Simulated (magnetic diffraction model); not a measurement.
**Magnetic neutron pattern of DyHf2B2**

Space group Fddd (no. 70, origin choice 1), a = 6.2890 Å, b = 9.9160 Å, c = 11.0950 Å.

```
site  atom    x       y       z
 16g    Hf  3/4     3/4  0.1152
  8b    Dy  3/4     1/4     1/4
 16f     B  3/4  0.9222     1/4
```

This is a made-up structure (elements placed in a structure type, unrelaxed), so the numbers test the method and describe no known phase.

Only Dy is taken to order (form factors of Dy3+); orders and moment sizes are assumed, and not adapted to the symmetry. Radiation: neutrons of λ = 4.2 Å (absorption by B and Dy left out), 3° to 100°; isotropic B of 0.23 Å² (Hf), 0.18 Å² (Dy) and 0.35 Å² (B). The intensities are simulated: I ∝ L Σ (|F_N|² + |F_M⊥|²) for unpolarised neutrons, with F_M = 2.695 fm/μB × Σ f(s) S exp(2πi Q·r) exp(−B s²) at Q = H ± k (one set where k and −k are equivalent), only the part normal to Q counting and L = 1/(sin²θ cos θ). For collinear order S is the moment m, which repeats by lattice and centring translations R with the sign exp(−2πi k·R). Form factors are spin-only for 3d ions and dipole or tabulated for f ions, scattering lengths are Sears's of 1992, and absorption is left out. A label names one of the reflections at its angle. The strongest nuclear line in the range is 100, and lines under 0.2 are left out.

Assume the order k = (0 0 0), collinear moments along [111], 6 μB on Dy; signs + at (3/4, 1/4, 1/4), + at (1/2, 0, 0).

Predict the pattern, nuclear and magnetic parts apart.

```csv
2θ (°),index,nuclear,magnetic
52.00,(1 1 1),1.0,57.9
69.23,(0 2 2),17.8,27.8
87.57,(1 1 3),100.0,20.7
95.85,(1 3 1),45.6,20.3
98.42,(0 0 4),11.9,7.9
```

The strongest magnetic line in the range is (1 1 1) at 52.00° (57.9). On top of the Lorentz factor, which all lines share, magnetic lines fade with angle because f falls: for Dy3+ it is 0.96, 0.84, 0.69 and 0.41 at sin θ/λ = 0.1, 0.2, 0.3 and 0.5 Å⁻¹, while nuclear lengths stay constant. The net moment is 12.00 μB a primitive cell.

[Logs are printed without paths, hosts, clocks, repeated set-up lines and the standing remarks that a program may print on its own settings, such as how far it seeks lower states.]
